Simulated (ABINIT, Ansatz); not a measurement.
# Nb (Im-3m): zone-centre phonons, part 2 of 3

Which modes does Nb (Im-3m) have at the zone centre?

ABINIT 10.8.3; DFT LDA, scalar-relativistic, plane waves, PseudoDojo norm-conserving pseudopotentials.

So far. Step 2 (Relaxation): The volume changes by +0.2 % from the cell with which this run began. Step 3 (Self-consistent run for the response): The cell stands at -0.82 GPa: the relaxation ran with a smoothed cutoff and on another k mesh. The relaxed cell has a = 3.250 Å (conventional setting).

The database entry behind the starting cell differs from later determinations by our own check (about 0.8 % long, hydrogen-cycled sample), so it need not match the best structure at ambient conditions.

**4. Zone-centre response**

At q = 0 one unit cell holds all displacements. The response is solved for single atoms along the cell's directions, and symmetry skips those that follow from others. The crystal is treated as a metal, which screens a static field, so no field response is asked.

Contents of dfpt_gamma.abi:

```

# common to the responses
getwfk_filepath "gso_WFK"
kptopt 2
nqpt 1
qpt 0.0 0.0 0.0
asr 0
chneut 0

# displacements
rfphon 1
rfatpol 1 1
rfdir 1 1 1
tolvrs 1.0d-10
prtwf 0

# basis, mesh and filling
ecut 37.0
ngkpt 16 16 16
nshiftk 1
shiftk 0.0 0.0 0.0
istwfk *1
occopt 7
tsmear 0.01
nband 12
nstep 100
diemac 1000000.0
prtebands 0
prtgsr 0
useylm 1

# cell and atoms
acell 5.319607385 5.319607385 5.319607385
rprim 
    -0.5773502692 0.5773502692 0.5773502692
    0.5773502692 -0.5773502692 0.5773502692
    0.5773502692 0.5773502692 -0.5773502692
ntypat 1
znucl 41
natom 1
typat 1
xred 
    0.0 0.0 0.0
pp_dirpath "./pseudo"
pseudos "Nb.upf"
```

Run with:

```
$ OMP_NUM_THREADS=1 mpirun -n 4 abinit dfpt_gamma.abi > dfpt_gamma.log
```

Numbers of over 12 decimals in the logs are rounded to 6 here.

dfpt_gamma.abo, the main output file:

```text
[banners, grids, parts of the stress and lines that vanish by symmetry left out]
- input  file    -> dfpt_gamma.abi
- output file    -> dfpt_gamma.abo
- root for input  files -> dfpt_gammai
- root for output files -> dfpt_gammao

 Symmetries : space group Im -3 m (#229); Bravais cI (body-center cubic)
================================================================================
 Values of the parameters that define the memory need of the present run (RF).
     intxc =       0      iscf =       7    lmnmax =      18     lnmax =       6
     mgfft =      30  mpssoang =       3    mqgrid =    3001     natom =       1
  nloc_mem =       1    nspden =       1   nspinor =       1    nsppol =       1
      nsym =      48    n1xccc =    2501    ntypat =       1    occopt =       7
   xclevel =       1
-    mband =          12        mffmem =           1         mkmem =         513
-   mkqmem =         513        mk1mem =         513           mpw =        1264
      nfft =       27000          nkpt =        2052
- my_mband =          12
================================================================================
================================================================================

--------------------------------------------------------------------------------
------------- Echo of variables that govern the present computation ------------
--------------------------------------------------------------------------------
-
- outvars: echo of selected default values
-   iomode0 =  0 , fftalg0 =312 , wfoptalg0 =  0
-
- outvars: echo of global parameters not present in the input file
-  max_nthreads =    1
-
 -outvars: echo values of preprocessed input variables --------
            acell      5.3196073850E+00  5.3196073850E+00  5.3196073850E+00 Bohr
              amu      9.29063800E+01
              asr           0
           chneut           0
             ecut      3.70000000E+01 Hartree
-          fftalg         312
           istwfk        1    0    0    0    0    0    0    0    1    0
                         0    0    0    0    0    0    0    0    0    0
                         0    0    0    0    0    0    0    0    0    0
                         0    0    0    0    0    0    0    0    0    0
                         0    0    0    0    0    0    0    0    0    0
                       outvar_i_n : Printing only first  50 k-points.
              ixc       -1012
              kpt      0.00000000E+00  0.00000000E+00  0.00000000E+00
                       6.25000000E-02  0.00000000E+00  0.00000000E+00
                       1.25000000E-01  0.00000000E+00  0.00000000E+00
                       1.87500000E-01  0.00000000E+00  0.00000000E+00
                       [...]
                       outvar_i_n : Printing only first  50 k-points.
           kptopt           2
         kptrlatt       16    0    0      0   16    0      0    0   16
          kptrlen      8.51137182E+01
P           mkmem         513
P          mkqmem         513
P          mk1mem         513
            natom           1
            nband          12
           nbdbuf           2
            ngfft          30      30      30
             nkpt        2052
             nqpt           1
            nstep         100
             nsym          48
           ntypat           1
              occ      2.000000  2.000000  2.000000  2.000000  2.000000  2.000000
                       1.000000  0.000000  0.000000  0.000000  0.000000  0.000000
                       2.000000  2.000000  2.000000  2.000000  2.000000  2.000000
                       1.000000  0.000000  0.000000  0.000000  0.000000  0.000000
                       [...]
                       prtocc : prtvol=0, do not print more k-points.
           occopt           7
        optdriver           1
        prtebands           0
           prtgsr           0
           prtpot           1
            prtwf           0
           rfphon           1
            rprim     -5.7735026920E-01  5.7735026920E-01  5.7735026920E-01
                       5.7735026920E-01 -5.7735026920E-01  5.7735026920E-01
                       5.7735026920E-01  5.7735026920E-01 -5.7735026920E-01
          spgroup         229
           symrel      1  0  0   0  1  0   0  0  1      -1  0  0   0 -1  0   0  0 -1
                      -1 -1 -1   0  0  1   0  1  0       1  1  1   0  0 -1   0 -1  0
                       0  1  0   1  0  0  -1 -1 -1       0 -1  0  -1  0  0   1  1  1
                       0  0  1  -1 -1 -1   1  0  0       0  0 -1   1  1  1  -1  0  0
                       [...]
           tolvrs      1.00000000E-10
            typat      1
           useylm           1
              wtk        0.00024    0.00049    0.00049    0.00049    0.00049    0.00049
                         0.00049    0.00049    0.00024    0.00049    0.00049    0.00049
                         0.00049    0.00049    0.00049    0.00049    0.00049    0.00049
                         0.00049    0.00049    0.00049    0.00049    0.00049    0.00049
                       [...]
                       outvars : Printing only first  50 k-points.
            znucl       41.00000

================================================================================

 chkinp: Checking input parameters for consistency.

================================================================================
== DATASET  1 ==================================================================
-   mpi_nproc: 4, omp_nthreads: 1 (-1 if OMP is not activated)

--- !DatasetInfo
iteration_state: {dtset: 1, }
dimensions: {natom: 1, nkpt: 2052, mband: 12, nsppol: 1, nspinor: 1, nspden: 1, mpw: 1264, }
cutoff_energies: {ecut:  37.0, pawecutdg:  -1.0, }
electrons: {nelect:   1.30000000E+01, charge:   0.00000000E+00, occopt:   7.00000000E+00, tsmear:   1.00000000E-02, }
meta: {optdriver: 1, rfphon: 1, }
...

 mkfilename: getwfk from: gso_WFK

 Real(R)+Recip(G) space primitive vectors, cartesian coordinates (Bohr,Bohr^-1):
 R(1)= -3.0712768  3.0712768  3.0712768  G(1)=  0.0000000  0.1627987  0.1627987
 R(2)=  3.0712768 -3.0712768  3.0712768  G(2)=  0.1627987  0.0000000  0.1627987
 R(3)=  3.0712768  3.0712768 -3.0712768  G(3)=  0.1627987  0.1627987  0.0000000
 Unit cell volume ucvol=  1.1588223E+02 bohr^3
 Angles (23,13,12)=  1.09471221E+02  1.09471221E+02  1.09471221E+02 degrees
 setup1 : take into account q-point for computing boxcut.

 getcut: wavevector=  0.0000  0.0000  0.0000  ngfft=  30  30  30
         ecut(hartree)=     37.000   => boxcut(ratio)=   2.05957

--- Pseudopotential description ------------------------------------------------
- pspini: atom type   1  psp file is ./pseudo/Nb.upf

   2.03025273E+02                                ecore*ucvol(ha*bohr**3)
--------------------------------------------------------------------------------

 ==>  initialize data related to q vector <==

 The list of irreducible perturbations for this q vector is:
    1)    idir= 1    ipert=   1

================================================================================

 The perturbation idir=   2  ipert=   1 is
 symmetric of a previously calculated perturbation.
 So, its SCF calculation is not needed.

 The perturbation idir=   3  ipert=   1 is
 symmetric of a previously calculated perturbation.
 So, its SCF calculation is not needed.

--------------------------------------------------------------------------------
 Perturbation wavevector (in red.coord.)   0.000000  0.000000  0.000000
 Perturbation : displacement of atom   1   along direction   1
 Found     6 symmetries that leave the perturbation invariant.
 symkpt : the number of k-points, thanks to the symmetries,
 is reduced to   417 .

--------------------------------------------------------------------------------

--------------------------------------------------------------------------------

 dfpt_looppert : total number of electrons, from k and k+q
  fully or partially occupied states are    1.300000E+01 and    1.300000E+01.
 Initialisation of the first-order wave-functions :
  ireadwf=   0

--- !BeginCycle
iteration_state: {dtset: 1, }
solver: {iscf: 7, nstep: 100, nline: 4, wfoptalg: 0, }
tolerances: {tolvrs: 1.00E-10, }
...

     iter   2DEtotal(Ha)        deltaE(Ha) residm    vres2
-ETOT  1  0.529807     -1.533E+03 8.009E+00 6.006E+02
 ETOT  2  9.88870985952417E-03 -5.199E-01 4.108E-02 1.658E+01
 ETOT  3 -4.44842828983383E-04 -1.033E-02 6.945E-04 1.597E+00
 ETOT  4 -1.20056660603041E-03 -7.557E-04 1.125E-04 1.259E-03
 ETOT  5 -1.20126581259683E-03 -6.992E-07 7.713E-06 6.162E-06
 ETOT  6 -1.20126841466117E-03 -2.602E-09 5.205E-07 1.199E-08
 ETOT  7 -1.20126840533885E-03  9.322E-12 5.744E-08 7.697E-11

 At SCF step    7       vres2   =  7.70E-11 < tolvrs=  1.00E-10 =>converged.
================================================================================

 ----iterations are completed or convergence reached----

 Mean square residual over all n,k,spin=   30.983E-12; max=  57.445E-09

 Thirteen components of 2nd-order total energy (hartree) are
 1,2,3: 0th-order hamiltonian combined with 1st-order wavefunctions
     kin0=   1.21778609E+03 eigvalue=   5.16591453E+01  local=  -9.53156538E+02
 4,5,6: 1st-order hamiltonian combined with 1st and 0th-order wfs
 loc psp =  -1.37591821E+03  Hartree=   3.51540325E+02     xc=  -8.11858124E+01
 note that "loc psp" includes a xc core correction that could be resolved
 7,8,9: eventually, occupation + non-local contributions
    edocc=   2.11377525E+02     enl0=   7.35619149E+02   enl1=  -1.69136155E+03
 1-9 gives the relaxation energy (to be shifted if some occ is /=2.0)
   erelax=  -1.53363988E+03
 10,11,12 Non-relaxation  contributions : frozen-wavefunctions and Ewald
 fr.local=   6.82780509E+02 fr.nonlo=   8.45680043E+02  Ewald=   0.00000000E+00
 13,14 Frozen wf xc core corrections (1) and (2)
 frxc 1  =  -1.30258491E+02  frxc 2 =   1.35436621E+02
 Resulting in :
 2DEtotal=   -0.1201268405E-02 Ha. Also 2DEtotal=   -0.326881785566E-01 eV
    (2DErelax=   -1.5336398834E+03 Ha. 2DEnonrelax=    1.5336386821E+03 Ha)
    (  non-var. 2DEtotal :   -1.2008380572E-03 Ha)

================================================================================

 ---- first-order wavefunction calculations are completed ----

 ==> Compute Derivative Database <==

  2nd-order matrix (non-cartesian coordinates, masses not included,
   asr not included )
     j1       j2             matrix element
  dir pert dir pert     real part     imaginary part

   1    1   1    1        -0.0012008392         0.0000000000
   1    1   2    1         0.0004002797         0.0000000000
   1    1   3    1         0.0004002797         0.0000000000
   1    1   2    3         0.0000000000         0.0000000000
   1    1   3    3         0.0000000000         0.0000000000

   2    1   1    1         0.0004002797         0.0000000000
   2    1   2    1        -0.0012008392         0.0000000000
   2    1   3    1         0.0004002797         0.0000000000
   2    1   1    3         0.0000000000         0.0000000000
   2    1   3    3         0.0000000000         0.0000000000

   3    1   1    1         0.0004002797         0.0000000000
   3    1   2    1         0.0004002797         0.0000000000
   3    1   3    1        -0.0012008392         0.0000000000
   3    1   1    3         0.0000000000         0.0000000000
   3    1   2    3         0.0000000000         0.0000000000

   1    3   2    1         0.0000000000         0.0000000000
   1    3   3    1         0.0000000000         0.0000000000

   2    3   1    1         0.0000000000         0.0000000000
   2    3   3    1         0.0000000000         0.0000000000

   3    3   1    1         0.0000000000         0.0000000000
   3    3   2    1         0.0000000000         0.0000000000

  Dynamical matrix, in cartesian coordinates,
   if specified in the inputs, asr has been imposed
     j1       j2             matrix element
  dir pert dir pert     real part    imaginary part

   1    1   1    1        -0.0000424351         0.0000000000
   1    1   2    1        -0.0000000000         0.0000000000
   1    1   3    1        -0.0000000000         0.0000000000

   2    1   1    1        -0.0000000000         0.0000000000
   2    1   2    1        -0.0000424351         0.0000000000
   2    1   3    1        -0.0000000000         0.0000000000

   3    1   1    1        -0.0000000000         0.0000000000
   3    1   2    1        -0.0000000000         0.0000000000
   3    1   3    1        -0.0000424351         0.0000000000

  Phonon wavevector (reduced coordinates) :  0.00000  0.00000  0.00000
 Phonon energies in Hartree :
  -1.582924E-05 -1.582924E-05 -1.582924E-05
 Phonon frequencies in cm-1    :
- -3.474116E+00 -3.474116E+00 -3.474116E+00

== END DATASET(S) ==============================================================
================================================================================

 -outvars: echo values of variables after computation
            acell      5.3196073850E+00  5.3196073850E+00  5.3196073850E+00 Bohr
           etotal     -1.2012684053E-03
            fcart      0.0000000000E+00  0.0000000000E+00  0.0000000000E+00
           strten      0.0000000000E+00  0.0000000000E+00  0.0000000000E+00
================================================================================
```

Run time: 55 s. Hardware: 4 MPI ranks of Intel Xeon Platinum 8488C (Sapphire Rapids), shared host.

With one atom there are acoustic modes alone, which should vanish; they come out at 3.47 cm⁻¹ in size, the error that the sum rule removes later.

[end of part 2 of 3]

[Host names and launcher messages were left out of these logs when they were recorded.]

[Logs are printed without paths, hosts, clocks, repeated set-up lines and the standing remarks that a program may print on its own settings, such as how far it seeks lower states.]

[Hosts, paths, dates, database ids (printed as entryN), source tags and the programs' standing remarks are cut or masked in the printed files.]
